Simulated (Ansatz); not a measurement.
**Ge wire along [100], 25 atoms a period, H-terminated: bands by functional**

What gap, if any, does the Ge wire along [100], 25 atoms a period, H-terminated have, and how does it change with the functional?

Calculated with Ansatz 0.2.0; DFT PBE, plane waves, PAW; relaxation of a wire's period; PAW set soft_1, in the first sound run; inputs show where later runs differ.

**1. The structure**

The cell holds 45 atoms: 25 Ge and 20 H. Cell: a = 20.121 Å, b = 20.121 Å, c = 5.760 Å, α = 90.0°, β = 90.0°, γ = 90.0°. Vacuum lies along a and b. The structure's axis is c.

**2. The relaxed wire**

Band widths follow the bond lengths, so the wire is relaxed first. The atoms and the third cell vector are free; the box across stays fixed as vacuum. A Fermi-Dirac smearing is set since the result may be a metal. The pressure printed is a third of the stress's trace over the whole box, vacuum included; only the stress along the axis is relaxed.

File input.yaml:

```yaml
crystal:
  lattice:
    - [20.121, 0.0, 0.0]
    - [0.0, 20.121, 0.0]
    - [0.0, 0.0, 5.76]
  atoms:
    - { symbol: Ge, position: [0.285307212, 0.57157529, 0.0] }
    - { symbol: Ge, position: [0.428441251, 0.428441251, 0.0] }
    - { symbol: Ge, position: [0.428441251, 0.71470933, 0.0] }
    - { symbol: Ge, position: [0.57157529, 0.285307212, 0.0] }
    - { symbol: Ge, position: [0.57157529, 0.57157529, 0.0] }
    - { symbol: Ge, position: [0.71470933, 0.428441251, 0.0] }
    - { symbol: H, position: [0.168977685, 0.455245763, 0.093634302] }
    - { symbol: H, position: [0.312111724, 0.312111724, 0.093634302] }
    - { symbol: H, position: [0.455245763, 0.168977685, 0.093634302] }
    - { symbol: H, position: [0.544770779, 0.831038857, 0.093634302] }
    - { symbol: H, position: [0.687904818, 0.687904818, 0.093634302] }
    - { symbol: H, position: [0.831038857, 0.544770779, 0.093634302] }
    - { symbol: Ge, position: [0.213740193, 0.500008271, 0.25] }
    - { symbol: Ge, position: [0.356874232, 0.356874232, 0.25] }
    - { symbol: Ge, position: [0.356874232, 0.64314231, 0.25] }
    - { symbol: Ge, position: [0.500008271, 0.213740193, 0.25] }
    - { symbol: Ge, position: [0.500008271, 0.500008271, 0.25] }
    - { symbol: Ge, position: [0.500008271, 0.786276349, 0.25] }
    - { symbol: Ge, position: [0.64314231, 0.356874232, 0.25] }
    - { symbol: Ge, position: [0.64314231, 0.64314231, 0.25] }
    - { symbol: Ge, position: [0.786276349, 0.500008271, 0.25] }
    - { symbol: H, position: [0.168977685, 0.544770779, 0.406365698] }
    - { symbol: H, position: [0.312111724, 0.687904818, 0.406365698] }
    - { symbol: H, position: [0.455245763, 0.831038857, 0.406365698] }
    - { symbol: H, position: [0.544770779, 0.168977685, 0.406365698] }
    - { symbol: H, position: [0.687904818, 0.312111724, 0.406365698] }
    - { symbol: H, position: [0.831038857, 0.455245763, 0.406365698] }
    - { symbol: Ge, position: [0.285307212, 0.428441251, 0.5] }
    - { symbol: Ge, position: [0.428441251, 0.285307212, 0.5] }
    - { symbol: Ge, position: [0.428441251, 0.57157529, 0.5] }
    - { symbol: Ge, position: [0.57157529, 0.428441251, 0.5] }
    - { symbol: Ge, position: [0.57157529, 0.71470933, 0.5] }
    - { symbol: Ge, position: [0.71470933, 0.57157529, 0.5] }
    - { symbol: H, position: [0.240544705, 0.383678744, 0.656365698] }
    - { symbol: H, position: [0.383678744, 0.240544705, 0.656365698] }
    - { symbol: H, position: [0.616337798, 0.759471837, 0.656365698] }
    - { symbol: H, position: [0.759471837, 0.616337798, 0.656365698] }
    - { symbol: Ge, position: [0.356874232, 0.500008271, 0.75] }
    - { symbol: Ge, position: [0.500008271, 0.356874232, 0.75] }
    - { symbol: Ge, position: [0.500008271, 0.64314231, 0.75] }
    - { symbol: Ge, position: [0.64314231, 0.500008271, 0.75] }
    - { symbol: H, position: [0.240544705, 0.616337798, 0.843634302] }
    - { symbol: H, position: [0.383678744, 0.759471837, 0.843634302] }
    - { symbol: H, position: [0.616337798, 0.240544705, 0.843634302] }
    - { symbol: H, position: [0.759471837, 0.383678744, 0.843634302] }
kpoints:
  mp_grid: { grid: [1, 1, 14] }
scf:
  occupations: { method: fermi_dirac, width: 0.05 }
hamiltonian:
  xc: pbe
  pseudopotentials: { kind: paw, azcp: { folder: soft_1 } }
relax:
  cell: { fix: [a, b, alpha, beta, gamma] }
  max_steps: 45
  f_tol: 0.03
```

Started as:

```console
ansatz run input.yaml --threads 4 --pin off --max-ram 16384MiB --backend cpu --events-out ev --progress --plain --runs-dir out
```

Numbers of over 12 decimals in the logs are rounded to 6 here.

Log:

```text
Engine: ansatz 0.2.0, aarch64-unknown-linux-gnu
Pseudopotentials: kind: paw
Pseudopotential: Ge, paw, valence charge 14, recommended cutoff 420 eV (normal), soft_1/Ge.paw.azcp
Pseudopotential: H, paw, valence charge 1, recommended cutoff 420 eV (normal), soft_1/H.paw.azcp
Functional definition: PBE
  parameter kappa = 0.804
  parameter beta = 0.066725
  exchange = pbe_x(kappa = kappa, mu = beta*pi^2/3)
  correlation = pbe_c(beta = beta)
Crystal: 45 atoms, lattice volume = 2331.963 Å³
Basis set: ecut = 420 eV, 45619 PW (Γ), exchange–correlation on 270×270×80 points (8 copies of the dense FFT grid, shifted against one another)
Bands: 230, of which v1, the nominal top of the filled ones, is band 185 counted from 1 (184 counted from 0)
Symmetry: 8 space group operations
Space group: P-42m (ITA 111), of the structure as read, at distance tolerance 1.3e-4 Å
k-points: 8 of 14
Non-local potential: Ge, projectors of the file, l = 0: 2, l = 1: 2, l = 2: 3, l = 3: 1
Non-local potential: H, projectors of the file, l = 0: 2, l = 1: 1
PAW form: soft (Blöchl's): semilocal exchange-correlation on the pseudo side does not see the compensation charge
PAW one-centre angular grid: Ge, 590 points (default); XC on 64 Gauss nodes
PAW one-centre angular grid: H, 110 points (default); XC on 64 Gauss nodes
Initial density: superposition of atomic densities (neutral atoms: chi_scale 0, normalization atom)
Initial wavefunctions: pseudopotential atomic-orbital guess
Functional: x = pbe(κ = 0.804, μ = 0.219515), c = pbe(β = 0.066725)
SCF iter   1: F=—  HF=-107692.490716 eV  |F-HF|=—  |Δ(HF+E_count)|=         —  Δρ=3.10e-2  dr2=1.86e1  ethr=3.10e-3  ⟨swp⟩=6.9  Hψ=7422  notcnv=0  defer=28
preconditioner: auto → Resta (q_TF=auto, 2.007 Å⁻¹)  ε∞=1.5  [insulator: Δε(μ)=2.411 eV  Ē_g=21.795 eV  σ=0.050 eV  W_gap=1.00  n_scr=330 (ndim 8)  ℏωp=14.8 eV  f_vac=0.609  D(μ)=0.00/eV (n_scr^D=0)  ε∞_Penn≈1.5  vacuum switching on, ρ_ref=3.4e-2 e/Å³]
SCF iter   2: F=—  HF=-107688.419701 eV  |F-HF|=—  |Δ(HF+E_count)|=    4.07e0  Δρ=1.33e-2  dr2=4.14e0  ethr=3.10e-3  ⟨swp⟩=3.0  Hψ=2580  notcnv=0  defer=284
SCF iter   3: F=—  HF=-107688.725998 eV  |F-HF|=—  |Δ(HF+E_count)|=   3.06e-1  Δρ=5.52e-3  dr2=7.66e0  ethr=1.12e-3  ⟨swp⟩=4.0  Hψ=3832  notcnv=0  defer=287
SCF iter   4: F=—  HF=-107687.508154 eV  |F-HF|=—  |Δ(HF+E_count)|=    1.22e0  Δρ=1.65e-3  dr2=7.81e-2  ethr=1.12e-3  ⟨swp⟩=3.8  Hψ=3277  notcnv=0  defer=275
SCF iter   5: F=—  HF=-107687.508725 eV  |F-HF|=—  |Δ(HF+E_count)|=   5.71e-4  Δρ=7.46e-4  dr2=6.13e-3  ethr=2.11e-5  ⟨swp⟩=2.0  Hψ=2208  notcnv=0  defer=277
SCF iter   6: F=—  HF=-107687.511520 eV  |F-HF|=—  |Δ(HF+E_count)|=   2.79e-3  Δρ=1.33e-4  dr2=5.22e-4  ethr=1.66e-6  ⟨swp⟩=2.0  Hψ=3040  notcnv=0  defer=277
SCF iter   7: F=—  HF=-107687.511575 eV  |F-HF|=—  |Δ(HF+E_count)|=   5.54e-5  Δρ=3.91e-5  dr2=3.98e-5  ethr=1.41e-7  ⟨swp⟩=2.0  Hψ=3040  notcnv=0  defer=277
SCF iter   8: F=—  HF=-107687.511834 eV  |F-HF|=—  |Δ(HF+E_count)|=   2.58e-4  Δρ=1.56e-5  dr2=4.00e-6  ethr=1.07e-8  ⟨swp⟩=2.0  Hψ=3190  notcnv=0  defer=277
SCF iter   9: F=—  HF=-107687.511839 eV  |F-HF|=—  |Δ(HF+E_count)|=   5.13e-6  Δρ=4.36e-6  dr2=4.37e-7  ethr=1.08e-9  ⟨swp⟩=2.0  Hψ=3040  notcnv=0  defer=277
SCF iter  10: F=-107687.511839 eV  HF=-107687.511839 eV  |F-HF|=1.35e-8  |Δ(HF+E_count)|=   2.87e-7  Δρ=1.05e-6  dr2=2.26e-8  ethr=2.70e-11  ⟨swp⟩=4.2  Hψ=5560  notcnv=0
SCF 1 converged in 10 iterations: F = -107687.511839 eV  dr2 = 2.26e-8
  greatest PAW one-centre occupation: 0.998 electrons in one spin orbital (limit 2), on the Ge atom at site 20 (counted from 0), in its partial waves of l = 2
relax step   1: F+E_penalty+E_count = -107687.51183908 eV  Δ(F+E_penalty+E_count) = +0.000e0 eV  max|allowed force component| = 2.648e-1 eV/Å  Δτ_max = 0.0000 Å  P = -0.489 GPa  Ω = 2331.963 Å³  fix = [a, b, alpha, beta, gamma]  reactions: a -0.494, b -0.494 GPa  (10 SCF iters, dr2 threshold 1.00e-7 eV, accepted)
Crystal: 45 atoms, lattice volume = 2329.526 Å³
Basis set: ecut = 420 eV, 45603 PW (Γ), exchange–correlation on 270×270×80 points (8 copies of the dense FFT grid, shifted against one another)
Initial density: handed on by an earlier stage of this run
Initial wavefunctions: those handed on with the density
iter 1 solved again at ethr=7.81e-5 eV; its pass at ethr=3.10e-3 eV (dr2=2.89e-1 eV) is discarded
SCF iter   1: F=—  HF=-107687.653225 eV  |F-HF|=—  |Δ(HF+E_count)|=         —  Δρ=5.01e-3  dr2=2.99e-1  ethr=7.81e-5  ⟨swp⟩=4.8  Hψ=7575  notcnv=0
preconditioner: auto → Resta (q_TF=auto, 2.008 Å⁻¹)  ε∞=1.5  [insulator: Δε(μ)=2.489 eV  Ē_g=21.836 eV  σ=0.050 eV  W_gap=1.00  n_scr=330 (ndim 8)  ℏωp=14.8 eV  f_vac=0.651  D(μ)=0.00/eV (n_scr^D=0)  ε∞_Penn≈1.5  vacuum switching on, ρ_ref=3.5e-2 e/Å³]
SCF iter   2: F=—  HF=-107687.628047 eV  |F-HF|=—  |Δ(HF+E_count)|=   2.52e-2  Δρ=2.18e-3  dr2=9.01e-2  ethr=7.81e-5  ⟨swp⟩=4.6  Hψ=2887  notcnv=0
SCF iter   3: F=—  HF=-107687.635434 eV  |F-HF|=—  |Δ(HF+E_count)|=   7.39e-3  Δρ=1.28e-3  dr2=1.10e-1  ethr=2.43e-5  ⟨swp⟩=4.2  Hψ=2822  notcnv=0  defer=74
SCF iter   4: F=—  HF=-107687.620542 eV  |F-HF|=—  |Δ(HF+E_count)|=   1.49e-2  Δρ=2.31e-4  dr2=1.97e-3  ethr=2.43e-5  ⟨swp⟩=2.9  Hψ=2207  notcnv=0  defer=260
SCF iter   5: F=—  HF=-107687.620580 eV  |F-HF|=—  |Δ(HF+E_count)|=   3.82e-5  Δρ=7.86e-5  dr2=1.13e-4  ethr=5.34e-7  ⟨swp⟩=2.6  Hψ=2906  notcnv=0  defer=250
SCF iter   6: F=—  HF=-107687.620624 eV  |F-HF|=—  |Δ(HF+E_count)|=   4.34e-5  Δρ=2.43e-5  dr2=1.27e-5  ethr=3.06e-8  ⟨swp⟩=2.0  Hψ=3031  notcnv=0  defer=250
SCF iter   7: F=-107687.620624 eV  HF=-107687.620624 eV  |F-HF|=3.28e-7  |Δ(HF+E_count)|=   4.42e-7  Δρ=6.96e-6  dr2=9.45e-7  ethr=1.18e-9  ⟨swp⟩=4.9  Hψ=5259  notcnv=0
SCF 2 converged in 7 iterations: F = -107687.620624 eV  dr2 = 9.45e-7
relax step   2: F+E_penalty+E_count = -107687.62062366 eV  Δ(F+E_penalty+E_count) = -1.088e-1 eV  max|allowed force component| = 1.708e-1 eV/Å  Δτ_max = 0.0850 Å  P = +0.013 GPa  Ω = 2329.526 Å³  energy of the carried Pulay correction = +3.165e-4 eV  fix = [a, b, alpha, beta, gamma]  reactions: a +0.013, b +0.013 GPa  (7 SCF iters, dr2 threshold 4.38e-6 eV, accepted)
Crystal: 45 atoms, lattice volume = 2324.943 Å³
Basis set: ecut = 420 eV, 45499 PW (Γ), exchange–correlation on 270×270×80 points (8 copies of the dense FFT grid, shifted against one another)
iter 1 solved again at ethr=1.42e-5 eV; its pass at ethr=3.10e-3 eV (dr2=5.24e-2 eV) is discarded
SCF iter   1: F=—  HF=-107687.668723 eV  |F-HF|=—  |Δ(HF+E_count)|=         —  Δρ=2.25e-3  dr2=5.70e-2  ethr=1.42e-5  ⟨swp⟩=4.2  Hψ=7228  notcnv=0
[...]
SCF 4 converged in 5 iterations: F = -107687.659871 eV  dr2 = 2.71e-10
relax step   4: F+E_penalty+E_count = -107687.65987109 eV  Δ(F+E_penalty+E_count) = +1.011e-3 eV  max|allowed force component| = 2.302e-2 eV/Å  Δτ_max = 0.0000 Å  P = -0.014 GPa  Ω = 2324.943 Å³  fix = [a, b, alpha, beta, gamma]  reactions: a -0.009, b -0.009 GPa  stress off target by 2.31e-2 GPa on what of the cell is left free  SCF on the basis re-selected at this cell (its energy is not comparable with the rows above)  (5 SCF iters)
basis re-selected at this cell: Δ(F+E_penalty+E_count) = +1.011e-3 eV, ΔP = +0.000 GPa vs the last step (what re-selecting the basis moved, of the pressure what is left beyond the Pulay correction that the steps carried, after the strain that the cell walked since its last selection, with what the two solves' SCF thresholds leave and, on support functions, any second-order correction that the steps lacked; it is no m [...]
SCF converged after 5 iterations
Free energy (F): -107687.659871 eV
Harris-Foulkes:  -107687.659871 eV  (|F-HF|=4.66e-10)
Internal energy: -107687.659871 eV  (E = F + TS)
E sigma→0 (E₀):  -107687.659871 eV
Fermi energy:    -0.843688 eV
--- Per-component energies (eV) ---
  E_band       = -7160.894879
  E_kinetic    = 2565.259815
  E_local      = -269593.900294  (includes V_loc(G=0)·N_el)
  E_nonlocal   = 5470.621524
  E_hartree    = 131785.039747
  E_xc         = -1951.666043
  E_vxc        = -1834.108850  (∫ρ·V_xc dr)
  E_paw        = -50365.684228  (= ΣΔE_a)
  E_vpaw       = -7338.830191  (= ΣTr[D̂ρ^β])
  E_aug_tail   = -0.018223  (compensation charges beyond the density's cutoff)
  E_ewald      = 74402.687831
  E_smearing   = -0.000000  (= −TS)
  E_closure    = -0.000000  (closes the sum)
  Σ components = -107687.659871   (vs F -107687.659871, Δ=0.00e0)
--- Forces (eV/Å), atoms counted from 1 ---
  atom   1  Ge    -0.00495387     0.01090298    -0.01681964
  atom   2  Ge     0.01415468     0.01415468     0.00909719
  atom   3  Ge    -0.01090298     0.00495387    -0.01681964
  atom   4  Ge     0.01090298    -0.00495387    -0.01681964
  atom   5  Ge    -0.01415468    -0.01415468     0.00909719
  atom   6  Ge     0.00495387    -0.01090298    -0.01681964
  atom   7  H      0.00493898     0.00728089     0.00548256
  atom   8  H     -0.00052035    -0.00052035     0.01259185
  atom   9  H      0.00728089     0.00493898     0.00548256
  atom  10  H     -0.00728089    -0.00493898     0.00548256
  atom  11  H      0.00052035     0.00052035     0.01259185
  atom  12  H     -0.00493898    -0.00728089     0.00548256
  atom  13  Ge    -0.01728579     0.00000000     0.00000000
  atom  14  Ge     0.00863153     0.00863153    -0.02301684
  atom  15  Ge     0.00863153    -0.00863153     0.02301684
  atom  16  Ge    -0.00000000    -0.01728579    -0.00000000
  atom  17  Ge     0.00000000     0.00000000     0.00000000
  atom  18  Ge    -0.00000000     0.01728579     0.00000000
  atom  19  Ge    -0.00863153     0.00863153     0.02301684
  atom  20  Ge    -0.00863153    -0.00863153    -0.02301684
  atom  21  Ge     0.01728579     0.00000000    -0.00000000
  atom  22  H      0.00493898    -0.00728089    -0.00548256
  atom  23  H     -0.00052035     0.00052035    -0.01259185
  atom  24  H      0.00728089    -0.00493898    -0.00548256
  atom  25  H     -0.00728089     0.00493898    -0.00548256
  atom  26  H      0.00052035    -0.00052035    -0.01259185
  atom  27  H     -0.00493898     0.00728089    -0.00548256
  atom  28  Ge    -0.00495387    -0.01090298     0.01681964
  atom  29  Ge    -0.01090298    -0.00495387     0.01681964
  atom  30  Ge     0.01415468    -0.01415468    -0.00909719
  atom  31  Ge    -0.01415468     0.01415468    -0.00909719
  atom  32  Ge     0.01090298     0.00495387     0.01681964
  atom  33  Ge     0.00495387     0.01090298     0.01681964
  atom  34  H     -0.00156527     0.01279454    -0.01586658
  atom  35  H      0.01279454    -0.00156527    -0.01586658
  atom  36  H     -0.01279454     0.00156527    -0.01586658
  atom  37  H      0.00156527    -0.01279454    -0.01586658
  atom  38  Ge     0.01013928     0.00000000     0.00000000
  atom  39  Ge     0.00000000     0.01013928     0.00000000
  atom  40  Ge     0.00000000    -0.01013928    -0.00000000
  atom  41  Ge    -0.01013928     0.00000000    -0.00000000
  atom  42  H     -0.00156527    -0.01279454     0.01586658
  atom  43  H      0.01279454     0.00156527     0.01586658
  atom  44  H     -0.01279454    -0.00156527     0.01586658
  atom  45  H      0.00156527     0.01279454     0.01586658
  max |Σ_I F_I| component: 6.94e-18 eV/Å
--- Stress (GPa, compression-positive) ---
       -0.009047       0.000000       0.000000
        0.000000      -0.009047      -0.000000
        0.000000      -0.000000      -0.023119
  P = ⅓ Tr σ = -0.0137 GPa (-0.137 kbar)
--- Relaxed structure (3 steps of the walk, 3 accepted, 1 SCFs on fresh bases) ---
  F+E_penalty+E_count = -107687.65987109 eV   max|allowed force component| = 2.302e-2 eV/Å   (the final SCF, on the basis selected at the relaxed cell)
  cell:  # Å, volume = 2324.9432 Å³
    - [20.121, 0.0, 0.0]
    - [0.0, 20.121, 0]
    - [0.0, 0, 5.742662]
  atoms:
    - { symbol: Ge, position: [0.287352, 0.570022, 0.00347731] }
    - { symbol: Ge, position: [0.428707, 0.428707, -0.000632734] }
    - { symbol: Ge, position: [0.429995, 0.712664, 0.00347731] }
    - { symbol: Ge, position: [0.570022, 0.287352, 0.00347731] }
    - { symbol: Ge, position: [0.571310, 0.571310, -0.000632734] }
    - { symbol: Ge, position: [0.712664, 0.429995, 0.00347731] }
    - { symbol: H, position: [0.171211, 0.455837, 0.097008] }
    - { symbol: H, position: [0.314076, 0.314076, 0.097789] }
    - { symbol: H, position: [0.455837, 0.171211, 0.097008] }
    - { symbol: H, position: [0.544179, 0.828805, 0.097008] }
    - { symbol: H, position: [0.685941, 0.685941, 0.097789] }
    - { symbol: H, position: [0.828805, 0.544179, 0.097008] }
    - { symbol: Ge, position: [0.216639, 0.500008, 0.250000] }
    - { symbol: Ge, position: [0.358728, 0.358728, 0.254527] }
    - { symbol: Ge, position: [0.358728, 0.641289, 0.245473] }
    - { symbol: Ge, position: [0.500008, 0.216639, 0.250000] }
    - { symbol: Ge, position: [0.500008, 0.500008, 0.250000] }
    - { symbol: Ge, position: [0.500008, 0.783378, 0.250000] }
    - { symbol: Ge, position: [0.641289, 0.358728, 0.245473] }
    - { symbol: Ge, position: [0.641289, 0.641289, 0.254527] }
    - { symbol: Ge, position: [0.783378, 0.500008, 0.250000] }
    - { symbol: H, position: [0.171211, 0.544179, 0.402992] }
    - { symbol: H, position: [0.314076, 0.685941, 0.402211] }
    - { symbol: H, position: [0.455837, 0.828805, 0.402992] }
    - { symbol: H, position: [0.544179, 0.171211, 0.402992] }
    - { symbol: H, position: [0.685941, 0.314076, 0.402211] }
    - { symbol: H, position: [0.828805, 0.455837, 0.402992] }
    - { symbol: Ge, position: [0.287352, 0.429995, 0.496523] }
    - { symbol: Ge, position: [0.429995, 0.287352, 0.496523] }
    - { symbol: Ge, position: [0.428707, 0.571310, 0.500633] }
    - { symbol: Ge, position: [0.571310, 0.428707, 0.500633] }
    - { symbol: Ge, position: [0.570022, 0.712664, 0.496523] }
    - { symbol: Ge, position: [0.712664, 0.570022, 0.496523] }
    - { symbol: H, position: [0.243201, 0.384907, 0.653289] }
    - { symbol: H, position: [0.384907, 0.243201, 0.653289] }
    - { symbol: H, position: [0.615109, 0.756815, 0.653289] }
    - { symbol: H, position: [0.756815, 0.615109, 0.653289] }
    - { symbol: Ge, position: [0.357529, 0.500008, 0.750000] }
    - { symbol: Ge, position: [0.500008, 0.357529, 0.750000] }
    - { symbol: Ge, position: [0.500008, 0.642488, 0.750000] }
    - { symbol: Ge, position: [0.642488, 0.500008, 0.750000] }
    - { symbol: H, position: [0.243201, 0.615109, 0.846711] }
    - { symbol: H, position: [0.384907, 0.756815, 0.846711] }
    - { symbol: H, position: [0.615109, 0.243201, 0.846711] }
    - { symbol: H, position: [0.756815, 0.384907, 0.846711] }
```

Elapsed: 10 min, on 4 threads of Arm Neoverse V1, shared host; peak memory 9 GiB; 38 min of CPU time.

The steps of the relaxation:

| step | energy less that of the first step (eV) | largest force component (eV/Å) | pressure (GPa) | volume (Å³) |
| --- | --- | --- | --- | --- |
| 1 | 0.0000 | 0.2648 | -0.49 | 2331.96 |
| 2 | -0.1088 | 0.1708 | 0.01 | 2329.53 |
| 3 | -0.1490 | 0.0230 | -0.01 | 2324.94 |
| 4* | -0.1480 | 0.0230 | -0.01 | 2324.94 |

Relaxation steps marked * repeat the geometry before them on a plane-wave basis chosen anew for their cell, so energy and pressure can jump there.

Forces are held to the 8 operations that the run works with; a distortion that breaks them can't arise in this run.

| cell as run | before | after | change |
| --- | --- | --- | --- |
| c (Å) | 5.760 | 5.743 | -0.3 % |

The atoms that moved most (Å, along periodic axes as changes of fractional coordinates times the final cell, across vacuum about the mean position):

| atom | dx | dy | dz | length |
| --- | --- | --- | --- | --- |
| H37 | -0.053 | -0.025 | -0.018 | 0.061 |
| H36 | -0.025 | -0.053 | -0.018 | 0.061 |
| H43 | 0.025 | -0.053 | 0.018 | 0.061 |
| H45 | -0.053 | 0.025 | 0.018 | 0.061 |
| H44 | -0.025 | 0.053 | 0.018 | 0.061 |
| H42 | 0.053 | -0.025 | 0.018 | 0.061 |
| H34 | 0.053 | 0.025 | -0.018 | 0.061 |
| H35 | 0.025 | 0.053 | -0.018 | 0.061 |

This step gave:

* cell length along the wire: 5.743 Å

The cell's length comes to 5.743 Å with spin left out.

(Continued in part 2 of 2.)

[Logs are printed without paths, hosts, clocks, repeated set-up lines and the standing remarks that a program may print on its own settings, such as how far it seeks lower states.]

[Hosts, paths, dates, database ids (printed as entryN), source tags and the programs' standing remarks are cut or masked in the printed files.]
